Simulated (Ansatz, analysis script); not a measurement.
**Linear Ti chain, spacing 2.521 Å: E(q) by the generalised Bloch theorem**

The cell holds 1 atom: 1 Ti. Cell: a = 12.000 Å, b = 12.000 Å, c = 2.521 Å, α = 90.0°, β = 90.0°, γ = 90.0°. An idealised lattice of chosen spacing, in vacuum. Vacuum lies along a and b. The structure's axis is c.

```xyz
1
Lattice="12.0000 0.0000 0.0000 0.0000 12.0000 0.0000 0.0000 0.0000 2.5210" Properties=species:S:1:pos:R:3
Ti    6.0000    6.0000    0.0000
```

| Item | Value |
| --- | --- |
| method | PBE, PAW set soft_1; spin spirals by the generalised Bloch theorem, no spin–orbit coupling (and 2 further levels or steps) |
| program | Ansatz 0.2.0 and analysis script 1 |
| settings of one run | cutoff 420 eV, 1×1×44 k-mesh, Fermi-Dirac occupations, smearing width 0.1 eV, cone angle 30 °, directions locked on, wavevectors 9, starting moments 1.72 μB |
| notes | The program’s warnings: symmetry auto disabled. No spin model is given, since the moments change too much along the path. The cell was taken as built, with atoms unrelaxed. In doubt: the program’s search for lower states was switched off, so a lower magnetic state than those reached may exist. |
| lowest point of the path | q = (0, 0, 0.273), -17.1 meV a magnetic atom from q = 0 |
| highest point | 12.9 meV a magnetic atom |

The state at q = (0, 0, 0.273) lies 17.1 meV a magnetic atom below the ferromagnetic start, so that start is not the lowest state. The moments change by at most 44 % from their size at q = 0, so they are itinerant and a model of rigid spins is rough.

[Logs and program files are shortened in this print: banners, set-up blocks, solver, clock and traceback lines can be left out without a mark of their own.]

[Logs are printed without paths, hosts, clocks, repeated set-up lines and the standing remarks that a program may print on its own settings, such as how far it seeks lower states.]

[Hosts, paths, dates, database ids (printed as entryN), source tags and the programs' standing remarks are cut or masked in the printed files.]
